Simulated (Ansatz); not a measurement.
# Lattice dynamics of NaI (Fm-3m), part 3 of 3

Task: relax NaI (Fm-3m), then find its harmonic phonons.

Ansatz 0.2.0; DFT PBE, scalar-relativistic, plane waves, PAW.

So far, highest frequency on the path or at a solved wavevector (cm⁻¹): step 5 (response at finite wavevector) 164. The relaxed cell has a = 6.528 Å (conventional setting).

### Step 6. Finite displacements in a supercell

Finite displacements in a 2×2×2 supercell give force constants from forces alone. They are exact at the wavevectors that the supercell holds, where they check the linear-response result.

The input, input.yaml:

```yaml
crystal:
  lattice:
    - [0.0, 3.2640968181, 3.2640968181]
    - [3.2640968181, 0.0, 3.2640968181]
    - [3.2640968181, 3.2640968181, 0.0]
  atoms:
    - { symbol: Na, position: [0.0, 0.0, 0.0] }
    - { symbol: I, position: [0.5, 0.5, 0.5] }
kpoints:
  mp_grid: { grid: [8, 8, 8] }
hamiltonian:
  xc: pbe
scf:
  occupations: { method: fixed }
output:
  eigenvalues: true
phonons:
  method: fd
  supercell: [2, 2, 2]
  temperatures: { t_max: 1000, t_step: 50 }
  qpath:
    path:
      - [[0.0, 0.0, 0.0], [0.5, 0.0, 0.5], [0.625, 0.25, 0.625]]
      - [[0.375, 0.375, 0.75], [0.0, 0.0, 0.0], [0.5, 0.5, 0.5], [0.5, 0.25, 0.75], [0.5, 0.0, 0.5]]
    npoints: 10
  non_analytic_term:
    high_frequency_dielectric_tensor: [[3.331, 0.0, 0.0], [0.0, 3.331, 0.0], [0.0, 0.0, 3.331]]
    born_effective_charges:
      - { species: Na, tensor: [[1.2097, 0.0, 0.0], [0.0, 1.2097, 0.0], [0.0, 0.0, 1.2097]] }
      - { species: I, tensor: [[-1.2097, 0.0, 0.0], [0.0, -1.2097, 0.0], [0.0, 0.0, -1.2097]] }
    source: "zone-centre run at this cell"
```

Command:

```bash
$ ansatz run input.yaml --threads 4 --pin off --max-ram 7168MiB --backend cpu --events-out ev --progress --plain --runs-dir out
```

Numbers of over 12 decimals in the logs are rounded to 6 here.

The program printed:

```text
[...]
Crystal: 16 atoms, lattice volume = 556.428 Å³
Basis set: ecut = 420 eV, 10969 PW (Γ), exchange–correlation on 128×128×128 points (8 copies of the dense FFT grid, shifted against one another)
Bands: 125, of which v1, the nominal top of the filled ones, is band 104 counted from 1 (103 counted from 0)
Symmetry: 384 space group operations
k-points: 8 of 64
[...]
SCF iter   1: F=—  HF=-72015.093055 eV  |F-HF|=—  |Δ(HF+E_count)|=         —  Δρ=4.73e-4  dr2=7.42e-4  ethr=1.77e-3  ⟨swp⟩=5.2  Hψ=2891  notcnv=0  defer=134
[...]
SCF iter   9: F=-72015.079839 eV  HF=-72015.079839 eV  |F-HF|=7.28e-11  |Δ(HF+E_count)|=  1.02e-10  Δρ=1.57e-7  dr2=5.70e-11  ethr=1.00e-12  ⟨swp⟩=17.8  Hψ=6060  notcnv=0
SCF 1 converged in 9 iterations: F = -72015.079839 eV  dr2 = 5.70e-11
[...]
Symmetry: 8 space group operations
k-points: 13 of 64 (time reversal used)
[...]
SCF iter   1: F=—  HF=-72015.079663 eV  |F-HF|=—  |Δ(HF+E_count)|=         —  Δρ=7.93e-5  dr2=2.42e-5  ethr=3.62e-9  ⟨swp⟩=4.0  Hψ=6122  notcnv=0  defer=86
eigensolver tolerance schedule calibrated: the retry pair's looser diagonalisation under-reported the residual by θ = 0.69 (0.12/decade); ethr = c·dr2/N_el runs at the constant in force after the calibration composes with the one it found (an armed cap, an earlier calibration), c = 7.4e-2
[...]
SCF iter   2: F=—  HF=-72015.079838 eV  |F-HF|=—  |Δ(HF+E_count)|=   1.76e-4  Δρ=4.02e-5  dr2=6.18e-6  ethr=3.62e-9  ⟨swp⟩=2.1  Hψ=2482  notcnv=0  defer=86
[...]
SCF iter   7: F=-72015.079836 eV  HF=-72015.079836 eV  |F-HF|=1.46e-11  |Δ(HF+E_count)|=  4.37e-11  Δρ=2.08e-8  dr2=2.14e-12  ethr=1.00e-12  ⟨swp⟩=5.9  Hψ=6594  notcnv=0
SCF 2 converged in 7 iterations: F = -72015.079836 eV  dr2 = 2.14e-12
[...]
SCF iter   7: F=-72015.079834 eV  HF=-72015.079834 eV  |F-HF|=1.46e-11  |Δ(HF+E_count)|=  2.91e-11  Δρ=1.73e-8  dr2=1.24e-12  ethr=1.00e-12  ⟨swp⟩=6.0  Hψ=6534  notcnv=0
SCF 3 converged in 7 iterations: F = -72015.079834 eV  dr2 = 1.24e-12
[...]
SCF converged after 9 iterations
Free energy (F): -72015.079839 eV
[...]
Internal energy: -72015.079839 eV  (E = F + TS)
E sigma→0 (E₀):  -72015.079839 eV
Fermi energy:    2.802699 eV
[...]
--- Band table (eV; the first three rows and the last of 8) ---
  k-point 0: bands = [... 100 lower, 2.5372, 2.8027, 2.8027, 2.8027, 6.3803, 7.2827, 7.2827, 7.2827, ... 17 higher]
  k-point 1: bands = [... 100 lower, 2.5734, 2.5734, 2.7609, 2.7609, 6.8873, 7.6088, 7.6088, 7.6088, ... 17 higher]
  k-point 2: bands = [... 100 lower, 2.6643, 2.6643, 2.6643, 2.6643, 7.6680, 7.6680, 8.2638, 8.2638, ... 17 higher]
  k-point 7: bands = [... 100 lower, 2.5281, 2.5281, 2.5281, 2.5281, 8.4019, 8.4019, 8.4019, 8.4019, ... 17 higher]
--- Phonons: 2 displaced members + reference (amplitude 0.0025 Å, Σ member SCF iterations 14) ---
  symmetry images taken by strict's conditions (phonons.symmetry_images: auto; settled by no image being taken that strict refuses)
  ASR residual: 4.005e-4 → 0.000e0 eV/Å²; symmetrization residual: 2.039e-4 eV/Å²
  largest component of a force at the reference: 4.2e-28 eV/Å
  ASR residual per site (eV/Å²): 3.80e-4 4.01e-4
  Γ frequencies (cm⁻¹): 0.00 0.00 0.00 103.29 103.29 103.29
[...]
```

It took 39 s on 4 threads of Arm Neoverse V2, shared host; peak memory 1.9 GiB; 2.5 min of CPU time.

This step gave:

| Item | Value |
| --- | --- |
| atoms in the supercell | 16 |
| sum-rule residual before enforcement | 4.01e-4 eV/Å² |

Interpolated from a 2×2×2 supercell, with the LO-TO term (at Γ the limit along the path; where Γ stands inside the path, tables give the limit on arrival). The phonon branches at the labelled points (cm⁻¹):

```csv
point,branch 1,branch 2,branch 3,branch 4,branch 5,branch 6
Γ,0,0,0,103,103,163
halfway,30,30,62,111,111,139
X,39,39,60,107,107,113
halfway,40,46,59,106,111,114
U,42,55,58,102,116,122
jump to K,42,55,58,102,116,122
halfway,34,42,60,95,116,155
Γ,0,0,0,103,103,163
halfway,34,34,53,103,103,164
L,46,46,74,102,102,164
halfway,46,49,67,102,110,144
W,50,50,56,110,115,115
halfway,43,48,57,108,111,115
X,39,39,60,107,107,113
```

The phonon branches as a text plot (rows in cm⁻¹):

```
    161 |***                     *******************
    154 |   *                  **                   **
    147 |    **              **                       *
    140 |      *            *                          *
    133 |       *                                       *
    126 |                  *
    120 |        ***     *******                         *
    113 |    *****  ******      ****                  ***********
    106 |****     ********          *********     ****  **  *****
     99 |                 ***    ****        ***********
     92 |                    ****
     85 |
     79 |
     72 |        *                             *******
     65 |      ** ***      *****              *       ***
     58 |            ******     *            *           ********
     51 |    **         *  **    *          *        *********
     44 |   *          * ********          *  ***********   ***
     38 |        ********      *****         *                 **
     31 |  *   **                ****     ***
     24 |    **                   **     **
     17 | ***                       **   *
     10 | *                          *  *
      3 |*                            **
         Γ           X  U|K            Γ         L        W     X
```

Tetrahedra on a 16×16×16 mesh, mean over bins of 2 cm-1. Interpolated from a 2×2×2 supercell. Phonon density of states against wavenumber; read off at these points:

```csv
wavenumber (cm⁻¹),phonon density of states (1/cm⁻¹/cell)
1.0,1.0e-5
7.0,3.9e-4
13.0,0.00216
17.0,0.00439
23.0,0.00917
29.0,0.0183
35.0,0.0385
41.0,0.101
45.0,0.168
47.0,0.123
51.0,0.0835
57.0,0.0306
63.0,0.0686
65.0,0.108
69.0,0.0328
75.0,7.0e-5
81.0,0
85.0,0
91.0,0
97.0,0.0438
101.0,0.128
103.0,0.115
109.0,0.103
115.0,0.0846
119.0,0.0210
125.0,0.0165
131.0,0.0178
137.0,0.0193
143.0,0.0211
149.0,0.0227
153.0,0.0247
159.0,0.0282
161.0,0.0290
165.0,1.0e-5
```

At Γ the two methods differ by at most 0.0 cm⁻¹.

### Step 7. Results

| Quantity | Value |
| --- | --- |
| space group after relaxation (within 0.01 Å) | Fm-3m |
| volume per atom | 34.8 Å³ |
| gap on the k-mesh | 3.58 eV |
| highest optical mode at the zone centre (no LO-TO term) | 103 cm⁻¹ |
| top of the zone-centre spectrum with the field | 163 cm⁻¹ |
| lowest optical zone-centre mode | 103 cm⁻¹ |
| mean high-frequency dielectric constant | 3.33 |
| mean static dielectric constant | 8.31 |
| largest Born charge (third of the trace) | 1.21 e |
| lowest mode on the q mesh (acoustic modes at Γ apart) | 29.7 cm⁻¹ |
| highest frequency on the path or at a solved wavevector | 164 cm⁻¹ |
| zero-point energy per atom | 15.5 meV |
| heat capacity at 300 K | 24.6 J/(mol atoms K) |
| vibrational entropy at 300 K | 50.8 J/(mol atoms K) |
| Debye temperature (second moment) | 169 K |
| imaginary modes on the 4×4×4 q mesh | none |

**Reading.** The structure is a minimum as far as tested: no mode is imaginary at the 8 irreducible wavevectors of the 4×4×4 mesh, and the softest away from the acoustic zeros lies at 30 cm⁻¹. Without the field, the optical modes at Γ form one degenerate level at 103 cm⁻¹. The highest mode in this list at Γ, 103.3 cm⁻¹, is mostly motion of Na (85 % of the kinetic energy). With the macroscopic field of the longitudinal modes the top of the zone-centre spectrum lies at 163 cm⁻¹, against 103 cm⁻¹ without it. Lattice motion raises the mean dielectric constant from 3.331 to 8.314. The strongest infrared line is at 103 cm⁻¹. On the path and the mesh, the widest gap between branches runs from 74 to 99 cm⁻¹. Finite displacements and linear response differ by 0.0 cm⁻¹ in the highest zone-centre mode. Spin-orbit coupling is left out, which can matter for the heavy elements here. These are harmonic frequencies at zero temperature: anharmonic shifts, linewidths and thermal expansion are left out.

[Logs are printed without paths, hosts, clocks, repeated set-up lines and the standing remarks that a program may print on its own settings, such as how far it seeks lower states.]

[Hosts, paths, dates, database ids (printed as entryN), source tags and the programs' standing remarks are cut or masked in the printed files.]
